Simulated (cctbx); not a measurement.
# Interatomic vectors of Ba2CrNiO6

Space group I4/m (no. 87), a = 5.7680 Å, b = 5.7680 Å, c = 8.0350 Å, α = 90.00°, β = 90.00°, γ = 90.00°, content Ba4 Ni2 Cr2 O12.

Simulated single-crystal data (cctbx): Mo Kα, λ = 0.71073 Å, to d = 0.84 Å, 50 % of the full sphere, strongest reflection 20000 counts, noise from counting, a 2 % proportional error and a noise floor of 2 counts (s.d.); no absorption.

Patterson synthesis, origin scaled to 1000:

```text
Patterson group I 4/m
      u       v       w   height  length (A)
  0.000   0.000   0.000   1000.0     0.00
  0.000   0.000   0.500    984.7     4.02
  0.000   0.500   0.250    655.6     3.51
  0.000   0.500   0.000    134.1     2.88
  0.250   0.250   0.250     59.3     2.86
  0.000   0.000   0.250     33.4     2.01
  0.192   0.179   0.323     33.3     3.01
  0.192   0.179   0.177     33.2     2.08
  0.263   0.241   0.122     32.2     2.28
  0.072   0.199   0.079     23.2     1.37
  0.073   0.200   0.421     23.1     3.60
  0.101   0.294   0.409     21.9     3.74
  0.101   0.296   0.091     21.8     1.95
  0.191   0.294   0.080     21.5     2.12
```

**Question.** Which atom pairs make the peaks, and where is the heaviest atom?

A peak at u stands for all pairs with xi − xj = u, with weight Σ ZiZj against Σ Z² = 16032 at the origin. Peak heights follow these weights only roughly, since form factors, motion and series ripples differ, all vectors within 0.55 Å of a peak are counted as merged into it though the farther ones add only part of their weight, and F(000) is left out, which lowers the whole map:

| u | v | w | shortest length (Å) | height | 1000 ΣZiZj/ΣZ² | pairs in the cell |
| --- | --- | --- | --- | --- | --- | --- |
| 0.000 | 0.000 | 0.500 | 4.02 | 985 | 966 | 4 × Ba–Ba, 4 × Ni–Cr, 4 × O–O |
| 0.000 | 0.500 | 0.250 | 3.51 | 656 | 727 | 4 × Ba–Ni, 4 × Ba–Cr |
| 0.000 | 0.500 | 0.000 | 2.88 | 134 | 255 | 8 × Ba–O, 8 × O–O |
| 0.250 | 0.250 | 0.250 | 2.86 | 59 | 255 | 8 × Ba–O, 8 × O–O |

The table stops at ten peaks or at a height of 45, below which ripples compete. In the model behind the data Ba, the heaviest element, has 1 independent site: (1/2, 0, 1/4), up to an allowed shift of origin; the Ba–Ba vectors are differences of these positions and their symmetry mates. The whole model:

| atom | mult. | x | y | z | Ueq (Å²) |
| --- | --- | --- | --- | --- | --- |
| Ba1 | 4 | 1/2 | 0 | 1/4 | 0.0084 |
| Ni1 | 2 | 0 | 0 | 1/2 | 0.0119 |
| Cr1 | 2 | 0 | 0 | 0 | 0.0117 |
| O1 | 8 | 0.2020 | 0.7212 | 0 | 0.0155 |
| O2 | 4 | 0 | 0 | 0.7491 | 0.0178 |

The model was made for the exercise: a known structure type with other elements put in, its volume estimated, not relaxed; displacement parameters are assumed.

[Logs are printed without paths, hosts, clocks, repeated set-up lines and the standing remarks that a program may print on its own settings, such as how far it seeks lower states.]
